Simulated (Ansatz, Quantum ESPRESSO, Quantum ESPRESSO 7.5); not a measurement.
## Screening and band shifts of Mo2CO2 MXene, 1 layer

How does Mo2CO2 MXene, 1 layer respond to a gate-like field without added charge?

Program: Quantum ESPRESSO 7.5. Level of theory: plane-wave DFT, vdW-DF-cx, GBRV ultrasoft pseudopotentials made under PBE (geometry and cross-check by Ansatz 0.2.0 with PAW datasets; geometry under PBE). Results are calculated unless marked as measured.

## 1. The starting structure

The cell holds 5 atoms: 2 O, 2 Mo and 1 C. Its edges and angles: a = 3.025 Å, b = 3.025 Å, c = 21.519 Å, α = 90.0°, β = 90.0°, γ = 120.0°. It derives from Mo2CO2. Vacuum lies along c.

This run has no spin polarisation, although Mo can carry a moment. A spin-polarised state was not tried and may lie lower.

## 2. Geometry from Ansatz

A relaxation in Ansatz fixes the structure of this slab for the runs on it.

The input, input.yaml:

```yaml
crystal:
  lattice:
    - [3.024736, 0.0, 0.0]
    - [-1.512368, 2.6194982157, 0.0]
    - [0.0, 0.0, 21.5190393187]
  atoms:
    - { symbol: O, position: [0.3333333333, 0.6666666667, 0.3949990459] }
    - { symbol: Mo, position: [0.6666666667, 0.3333333333, 0.4445384052] }
    - { symbol: C, position: [0.0, 0.0, 0.5] }
    - { symbol: Mo, position: [0.3333333333, 0.6666666667, 0.5554615948] }
    - { symbol: O, position: [0.6666666667, 0.3333333333, 0.6050009541] }
kpoints:
  mp_grid: { grid: [12, 12, 1] }
hamiltonian:
  xc: pbe
scf:
  occupations: { method: fermi_dirac, width: 0.05 }
  convergence: { dr2_threshold: 1.0e-08 }
efield:
  axis: 3
  dipole_correction: true
  ramp_position: 0.97
  ramp_width: 0.04
relax:
  f_tol: 0.01
  cell: { fix: [c, alpha, beta] }
output:
  write_potential: true
  write_density: true
  volumetric_format: npy
```

Started as:

```bash
$ ansatz run input.yaml --threads 4 --pin off --max-ram 8192MiB --backend cpu --events-out ev --progress --plain --runs-dir out
```

Numbers of over 12 decimals in the logs are rounded to 6 here.

The log of the run:

```text
Warning: relax.cell: scf.convergence.dr2_threshold = 1e-8 eV is looser than the 5e-10 eV advised for a relaxation that steers and ends on the stress (1e-10 eV for each atom of the cell: 5). What an SCF threshold leaves in a stress goes as its square root, and in the free energy as the threshold itself, and one threshold admits the most on a small cell: [figures from the program's tests cut] Set scf.convergence.dr2_threshold to 5e-10 eV or tighter. The threshold is an SCF's pass mark: one that does not reach it within its budget of iterations ends unconverged, or closes short of it on a stop that the run arms, and scf.convergence.dr2_threshold's page says what that costs each kind of run
Engine: ansatz 0.2.0, aarch64-unknown-linux-gnu
Pseudopotentials: kind: paw
Pseudopotential: O, paw, valence charge 6, recommended cutoff 420 eV (normal), O.paw.azcp
Pseudopotential: Mo, paw, valence charge 14, recommended cutoff 420 eV (normal), Mo.paw.azcp
Pseudopotential: C, paw, valence charge 4, recommended cutoff 420 eV (normal), C.paw.azcp
Functional definition: PBE
  parameter kappa = 0.804
  parameter beta = 0.066725
  exchange = pbe_x(kappa = kappa, mu = beta*pi^2/3)
  correlation = pbe_c(beta = beta)
Crystal: 5 atoms, lattice volume = 170.502 Å³
Basis set: ecut = 420 eV, 3287 PW (Γ), exchange–correlation on 48×48×288 points (8 copies of the dense FFT grid, shifted against one another)
Bands: 27, of which v1, the nominal top of the filled ones, is band 22 counted from 1 (21 counted from 0)
Symmetry: 6 space group operations
k-points: 19 of 144 (time reversal used)
Non-local potential: O, projectors of the file, l = 0: 2, l = 1: 2, l = 2: 1
Non-local potential: Mo, projectors of the file, l = 0: 3, l = 1: 2, l = 2: 2, l = 3: 1
Non-local potential: C, projectors of the file, l = 0: 2, l = 1: 2, l = 2: 1
PAW form: soft (Blöchl's): semilocal exchange-correlation on the pseudo side does not see the compensation charge
PAW one-centre angular grid: O, 110 points (default); XC on 64 Gauss nodes
PAW one-centre angular grid: Mo, 590 points (default); XC on 64 Gauss nodes
PAW one-centre angular grid: C, 110 points (default); XC on 64 Gauss nodes
Initial density: superposition of atomic densities (neutral atoms: chi_scale 0, normalization atom), corrected by the library's trained network
Initial wavefunctions: pseudopotential atomic-orbital guess
Functional: x = pbe(κ = 0.804, μ = 0.219515), c = pbe(β = 0.066725)
SCF iter   1: F=—  HF=-11297.191186 eV  |F-HF|=—  |Δ(HF+E_count)|=         —  Δρ=6.30e-3  dr2=7.05e-2  ethr=1.77e-3  p=-0.000 e·Å  D=-1.03e-4 V/Å  ΔV_dip=0.00 eV  dr2_dipole=5.07e-8  V_vac-E_F(+/−)=5.36/5.36 eV  ⟨swp⟩=9.9  Hψ=3122  notcnv=0
efield: sawtooth ramp at fractional position 0.9700 (set: `efield.ramp_position`, or a place that a band, a saddle search or an elastic batch's reference lends), width 0.0400; the density the first Hamiltonian is built on has a dipole p = -0.000 e·Å; the dipole correction subtracts the counter field D = -1.03e-4 V/Å, which shifts the + side's vacuum level by +0.00 eV against the − side's; the planar-averaged density in the ramp window peaks in size at 1.2e-5 e/Å³
preconditioner: auto → LDOS  [metal: Δε(μ)=0.021 eV  Ē_g=8.830 eV  σ=0.050 eV  W_gap=0.11  n_scr=14 (ndim 8)  ℏωp=15.0 eV  f_vac=0.673  D(μ)=4.01/eV (n_scr^D=14)  β→1.0]
SCF iter   2: F=—  HF=-11297.181698 eV  |F-HF|=—  |Δ(HF+E_count)|=   9.49e-3  Δρ=3.32e-3  dr2=1.22e-2  ethr=1.60e-4  p=-0.000 e·Å  D=-4.08e-5 V/Å  ΔV_dip=0.00 eV  dr2_dipole=1.72e-6  V_vac-E_F(+/−)=5.66/5.66 eV  ⟨swp⟩=2.5  Hψ=1091  notcnv=0
SCF iter   3: F=—  HF=-11297.180223 eV  |F-HF|=—  |Δ(HF+E_count)|=   1.48e-3  Δρ=1.15e-3  dr2=1.87e-3  ethr=2.78e-5  p=-0.000 e·Å  D=-3.91e-5 V/Å  ΔV_dip=0.00 eV  dr2_dipole=1.47e-7  V_vac-E_F(+/−)=5.72/5.72 eV  ⟨swp⟩=3.5  Hψ=1256  notcnv=0
SCF iter   4: F=—  HF=-11297.180031 eV  |F-HF|=—  |Δ(HF+E_count)|=   1.91e-4  Δρ=2.89e-4  dr2=1.20e-4  ethr=4.24e-6  p=0.000 e·Å  D=1.63e-6 V/Å  ΔV_dip=-0.00 eV  dr2_dipole=4.01e-10  V_vac-E_F(+/−)=5.73/5.73 eV  ⟨swp⟩=2.2  Hψ=735  notcnv=0
SCF iter   5: F=—  HF=-11297.180056 eV  |F-HF|=—  |Δ(HF+E_count)|=   2.46e-5  Δρ=3.89e-5  dr2=2.47e-6  ethr=2.73e-7  p=0.000 e·Å  D=6.35e-6 V/Å  ΔV_dip=-0.00 eV  dr2_dipole=2.39e-9  V_vac-E_F(+/−)=5.73/5.73 eV  ⟨swp⟩=2.1  Hψ=900  notcnv=0
SCF iter   6: F=—  HF=-11297.180218 eV  |F-HF|=—  |Δ(HF+E_count)|=   1.62e-4  Δρ=9.43e-6  dr2=1.04e-7  ethr=5.62e-9  p=0.000 e·Å  D=2.90e-6 V/Å  ΔV_dip=-0.00 eV  dr2_dipole=3.39e-10  V_vac-E_F(+/−)=5.74/5.74 eV  ⟨swp⟩=3.5  Hψ=1176  notcnv=0
SCF iter   7: F=-11297.180219 eV  HF=-11297.180218 eV  |F-HF|=5.37e-8  |Δ(HF+E_count)|=   4.88e-7  Δρ=2.57e-6  dr2=8.34e-9  ethr=2.27e-11  p=0.000 e·Å  D=1.27e-6 V/Å  ΔV_dip=-0.00 eV  dr2_dipole=2.10e-11  V_vac-E_F(+/−)=5.74/5.74 eV  ⟨swp⟩=12.0  Hψ=4550  notcnv=0
SCF 1 converged in 7 iterations: F = -11297.180219 eV  dr2 = 8.34e-9
  greatest PAW one-centre occupation: 0.998 electrons in one spin orbital (limit 2), on the Mo atom at site 1 (counted from 0), in its partial waves of l = 0
relax step   1: F+E_penalty+E_count = -11297.18021855 eV  Δ(F+E_penalty+E_count) = +0.000e0 eV  max|allowed force component| = 1.508e0 eV/Å  Δτ_max = 0.0000 Å  P = +3.169 GPa  Ω = 170.502 Å³  fix = [c, alpha, beta]  reactions: c +1.086 GPa  (7 SCF iters, accepted)
Crystal: 5 atoms, lattice volume = 178.869 Å³
Basis set: ecut = 420 eV, 3503 PW (Γ), exchange–correlation on 48×48×288 points (8 copies of the dense FFT grid, shifted against one another)
Initial density: handed on by an earlier stage of this run
Initial wavefunctions: those handed on with the density
iter 1 solved again at ethr=1.30e-4 eV; its pass at ethr=3.10e-3 eV (dr2=5.73e-2 eV) is discarded
SCF iter   1: F=—  HF=-11297.369379 eV  |F-HF|=—  |Δ(HF+E_count)|=         —  Δρ=6.70e-3  dr2=5.70e-2  ethr=1.30e-4  p=0.000 e·Å  D=2.19e-6 V/Å  ΔV_dip=-0.00 eV  dr2_dipole=8.33e-11  V_vac-E_F(+/−)=5.85/5.85 eV  ⟨swp⟩=1.7  Hψ=3922  notcnv=0
efield: sawtooth ramp at fractional position 0.9700 (set: `efield.ramp_position`, or a place that a band, a saddle search or an elastic batch's reference lends), width 0.0400; the density the first Hamiltonian is built on has a dipole p = 0.000 e·Å; the dipole correction subtracts the counter field D = 2.19e-6 V/Å, which shifts the + side's vacuum level by -0.00 eV against the − side's; the planar-averaged density in the ramp window peaks in size at 2.0e-6 e/Å³
[...]
relax step   5: F+E_penalty+E_count = -11297.38607388 eV  Δ(F+E_penalty+E_count) = -3.448e-4 eV  max|allowed force component| = 2.226e-2 eV/Å  Δτ_max = 0.0036 Å  P = +0.066 GPa  Ω = 177.670 Å³  energy of the carried Pulay correction = -7.740e-3 eV  fix = [c, alpha, beta]  (6 SCF iters, rejected (line search))
[...]
relax step   6: F+E_penalty+E_count = -11297.38591421 eV  Δ(F+E_penalty+E_count) = -1.851e-4 eV  max|allowed force component| = 4.621e-3 eV/Å  Δτ_max = 0.0022 Å  P = -0.028 GPa  Ω = 177.945 Å³  energy of the carried Pulay correction = -8.030e-3 eV  fix = [c, alpha, beta]  reactions: c -0.070 GPa  (5 SCF iters, accepted)
[...]
relax step   7: F+E_penalty+E_count = -11297.39636787 eV  Δ(F+E_penalty+E_count) = -1.045e-2 eV  max|allowed force component| = 5.259e-3 eV/Å  Δτ_max = 0.0000 Å  P = +0.065 GPa  Ω = 177.945 Å³  fix = [c, alpha, beta]  reactions: c -0.014 GPa  stress off target by 1.04e-1 GPa on what of the cell is left free  SCF on the basis re-selected at this cell (its energy is not comparable with the rows above)  (5 SCF iters)
[...]
relax step   8: F+E_penalty+E_count = -11297.39621698 eV  Δ(F+E_penalty+E_count) = +1.509e-4 eV  max|allowed force component| = 4.204e-4 eV/Å  Δτ_max = 0.0014 Å  P = +0.002 GPa  Ω = 178.158 Å³  energy of the carried Pulay correction = -2.268e-4 eV  fix = [c, alpha, beta]  reactions: c -0.001 GPa  (5 SCF iters, accepted)
iter 1 solved again at ethr=7.20e-7 eV; its pass at ethr=3.10e-3 eV (dr2=3.17e-4 eV) is discarded
SCF iter   1: F=—  HF=-11297.396098 eV  |F-HF|=—  |Δ(HF+E_count)|=         —  Δρ=2.90e-5  dr2=4.87e-8  ethr=7.20e-7  p=0.000 e·Å  D=2.46e-6 V/Å  ΔV_dip=-0.00 eV  dr2_dipole=1.34e-11  V_vac-E_F(+/−)=6.35/6.35 eV  ⟨swp⟩=3.9  Hψ=4699  notcnv=0
efield: sawtooth ramp at fractional position 0.9700 (set: `efield.ramp_position`, or a place that a band, a saddle search or an elastic batch's reference lends), width 0.0400; the density the first Hamiltonian is built on has a dipole p = 0.000 e·Å; the dipole correction subtracts the counter field D = 2.46e-6 V/Å, which shifts the + side's vacuum level by -0.00 eV against the − side's; the planar-averaged density in the ramp window peaks in size at 4.3e-6 e/Å³
eigensolver tolerance schedule: the retry pair's looser diagonalisation over-reported the residual by 6506.59 of it (diagonalisation noise at an unbounded share of the residual, at the tolerance the schedule requests for it); recorded, not acted on — ethr = c·dr2/N_el stays at c = 1.0e-1
preconditioner: auto → LDOS  [metal: Δε(μ)=0.122 eV  Ē_g=8.426 eV  σ=0.050 eV  W_gap=0.49  n_scr=14 (ndim 8)  ℏωp=14.7 eV  f_vac=0.676  D(μ)=1.92/eV (n_scr^D=8)  β→1.0]
SCF iter   2: F=—  HF=-11297.396468 eV  |F-HF|=—  |Δ(HF+E_count)|=   3.70e-4  Δρ=6.33e-6  dr2=6.38e-8  ethr=1.11e-10  p=0.000 e·Å  D=3.47e-6 V/Å  ΔV_dip=-0.00 eV  dr2_dipole=2.78e-11  V_vac-E_F(+/−)=6.35/6.35 eV  ⟨swp⟩=5.3  Hψ=1873  notcnv=0
SCF iter   3: F=—  HF=-11297.396468 eV  |F-HF|=—  |Δ(HF+E_count)|=   1.15e-8  Δρ=2.41e-6  dr2=1.20e-8  ethr=1.11e-10  p=0.000 e·Å  D=2.59e-6 V/Å  ΔV_dip=-0.00 eV  dr2_dipole=6.46e-13  V_vac-E_F(+/−)=6.35/6.35 eV  ⟨swp⟩=2.0  Hψ=779  notcnv=0
SCF iter   4: F=-11297.396468 eV  HF=-11297.396468 eV  |F-HF|=1.33e-7  |Δ(HF+E_count)|=   1.29e-7  Δρ=4.67e-7  dr2=3.28e-10  ethr=2.27e-11  p=0.000 e·Å  D=2.48e-6 V/Å  ΔV_dip=-0.00 eV  dr2_dipole=1.89e-13  V_vac-E_F(+/−)=6.35/6.35 eV  ⟨swp⟩=14.0  Hψ=4164  notcnv=0
SCF 9 converged in 4 iterations: F = -11297.396468 eV  dr2 = 3.28e-10
relax step   9: F+E_penalty+E_count = -11297.39646815 eV  Δ(F+E_penalty+E_count) = -2.512e-4 eV  max|allowed force component| = 3.823e-4 eV/Å  Δτ_max = 0.0000 Å  P = +0.003 GPa  Ω = 178.158 Å³  fix = [c, alpha, beta]  reactions: c -0.001 GPa  stress off target by 5.00e-3 GPa on what of the cell is left free  SCF on the basis re-selected at this cell (its energy is not comparable with the rows above)  (4 SCF iters)
basis re-selected at this cell: Δ(F+E_penalty+E_count) = -2.512e-4 eV, ΔP = +0.001 GPa vs the last step (what re-selecting the basis moved, of the pressure what is left beyond the Pulay correction that the steps carried, after the strain that the cell walked since its last selection, with what the two solves' SCF thresholds leave and, on support functions, any second-order correction that the steps lacked; it is no m [...]
WARN: The output density's exchange-correlation potential varies sharply where the density is thin. Do not read a vacuum level from v_tot or v_xc, or from such a field of the output density. On a cell that repeats whose density bears no net charge and no dipole along the vacuum's axis use v_es (v_loc + v_h of the components); under efield.dipole_correction with no amplitude use v_es + v_field, which holds any externa [...]
SCF converged after 4 iterations
Free energy (F): -11297.396468 eV
Harris-Foulkes:  -11297.396468 eV  (|F-HF|=1.33e-7)
Internal energy: -11297.380106 eV  (E = F + TS)
E sigma→0 (E₀):  -11297.388287 eV
Entropy (-TS):   -0.016362 eV (-3.272 meV/atom)
Fermi energy:    0.331989 eV
Dipole field:    D = 0.000003 V/Å  (p = 0.000003 e·Å, saw-weighted, corrected)
Work function:   Φ+ = 6.3467 eV   Φ− = 6.3468 eV
Levels:          The Fermi level and band energies are counted from a zero that moves with the ramp; work functions are not
--- Per-component energies (eV) ---
  E_band       = -869.341857
  E_kinetic    = 1319.682896
  E_local      = -45338.445864  (includes V_loc(G=0)·N_el)
  E_nonlocal   = 405.095743
  E_hartree    = 21906.289675
  E_xc         = -562.696592
  E_vxc        = -706.025629  (∫ρ·V_xc dr)
  E_paw        = -6815.158218  (= ΣΔE_a)
  E_vpaw       = -362.234057  (= ΣTr[D̂ρ^β])
  E_aug_tail   = 0.004832  (compensation charges beyond the density's cutoff)
  E_efield     = 0.000000  (sawtooth field / dipole correction)
  E_vefield    = -0.000029  (∫n·V_field dr)
  E_ewald      = 17787.847423
  E_smearing   = -0.016362  (= −TS)
  E_closure    = 0.000000  (closes the sum)
  Σ components = -11297.396468   (vs F -11297.396468, Δ=0.00e0)
--- Forces (eV/Å), atoms counted from 1 ---
  atom   1  O     -0.00000000    -0.00000000     0.00015014
  atom   2  Mo    -0.00000000     0.00000000    -0.00038003
  atom   3  C      0.00000000     0.00000000    -0.00000086
  atom   4  Mo     0.00000000     0.00000000     0.00038205
  atom   5  O      0.00000000     0.00000000    -0.00015244
  max |Σ_I F_I| component: 1.14e-6 eV/Å
--- Stress (GPa, compression-positive) ---
        0.005001       0.000000       0.000000
        0.000000       0.005001      -0.000000
        0.000000      -0.000000      -0.000533
  P = ⅓ Tr σ = 0.0032 GPa (0.032 kbar)
--- Band table (eV; the first three rows and the last of 19) ---
  k-point 0: bands = [... 18 lower, -1.9656, -1.9656, -1.8854, -1.8854, -0.2256, 0.6485, 0.6485, 2.2236, ... 1 higher]
  k-point 1: bands = [... 18 lower, -2.6508, -1.9019, -1.4497, -1.2010, -0.1762, 0.7424, 0.7959, 2.2206, ... 1 higher]
  k-point 2: bands = [... 18 lower, -3.1746, -2.0514, -1.4469, -0.6743, 0.2326, 1.0065, 1.1001, 2.1581, ... 1 higher]
  k-point 18: bands = [... 18 lower, -3.6314, -3.6314, -0.2468, -0.1180, -0.1180, 1.8301, 1.8301, 2.4491, ... 1 higher]
--- Relaxed structure (7 steps of the walk, 6 accepted, 2 SCFs on fresh bases) ---
  F+E_penalty+E_count = -11297.39646815 eV   max|allowed force component| = 3.823e-4 eV/Å   (the final SCF, on the basis selected at the relaxed cell)
  cell:  # Å, volume = 178.1579 Å³
    - [3.091903, 0, 0]
    - [-1.545951, 2.677666, 0]
    - [0, 0, 21.5190393187]
  atoms:
    - { symbol: O, position: [0.333333, 0.666667, 0.396062] }
    - { symbol: Mo, position: [0.666667, 0.333333, 0.448057] }
    - { symbol: C, position: [0, 0, 0.500000] }
    - { symbol: Mo, position: [0.333333, 0.666667, 0.551943] }
    - { symbol: O, position: [0.666667, 0.333333, 0.603938] }
```

It took 32 s on 4 threads of Arm Neoverse N1, shared host; peak memory 0.49 GiB; 2 min of CPU time.

The steps of the relaxation:

| step | energy less that of the first step (eV) | largest force component (eV/Å) | pressure (GPa) | volume (Å³) |
| --- | --- | --- | --- | --- |
| 1 | 0.0000 | 1.5084 | 3.17 | 170.50 |
| 2 | -0.1817 | 0.6786 | 0.22 | 178.87 |
| 3 | -0.2050 | 0.0654 | -0.26 | 178.16 |
| 4 | -0.2055 | 0.0344 | 0.00 | 178.05 |
| 5 | -0.2059 | 0.0223 | 0.07 | 177.67 |
| 6 | -0.2057 | 0.0046 | -0.03 | 177.95 |
| 7* | -0.2161 | 0.0053 | 0.06 | 177.95 |
| 8 | -0.2160 | 0.0004 | 0.00 | 178.16 |
| 9* | -0.2162 | 0.0004 | 0.00 | 178.16 |

Relaxation steps marked * repeat the geometry before them on a plane-wave basis chosen anew for their cell, so energy and pressure can jump there. Relaxation step 5 was tried and not accepted.

Forces are held to the 6 operations that the run works with; a distortion that breaks them can't arise in this run.

```
cell as run  before  after  change
      a (Å)   3.025  3.092  +2.2 %
      b (Å)   3.025  3.092  +2.2 %
```

The atoms that moved most (Å, along periodic axes as changes of fractional coordinates times the final cell, across vacuum about the mean position):

```csv
atom,dx,dy,dz,length
Mo4,0.000,0.000,-0.076,0.076
Mo2,0.000,0.000,0.076,0.076
O1,0.000,0.000,0.023,0.023
O5,0.000,0.000,-0.023,0.023
```

Final coordinates:

```xyz
5
Lattice="3.0919 0.0000 0.0000 -1.5460 2.6777 0.0000 0.0000 0.0000 21.5190" Properties=species:S:1:pos:R:3
O     0.0000    1.7851    8.5229
Mo    1.5460    0.8926    9.6418
C     0.0000    0.0000   10.7595
Mo    0.0000    1.7851   11.8773
O     1.5460    0.8926   12.9962
```

Numbers from this step:

* free energy: -11297.3965 eV
* energy at zero smearing: -11297.3883 eV
* smearing term TS: 0.01636 eV
* Fermi energy: 0.3320 eV
* symmetry operations: 6
* work function of the upper face: 6.347 eV
* work function of the lower face: 6.347 eV
* dipole along the normal: 3.05e-6 e·Å

[end of part 1 of 7]

[Logs are printed without paths, hosts, clocks, repeated set-up lines and the standing remarks that a program may print on its own settings, such as how far it seeks lower states.]

[Hosts, paths, dates, database ids (printed as entryN), source tags and the programs' standing remarks are cut or masked in the printed files.]

[Maps of the electrostatic potential energy from Ansatz leave out the sawtooth potential of an applied field or a dipole correction, so their vacuum need not be flat; planar profiles and work functions include it.]
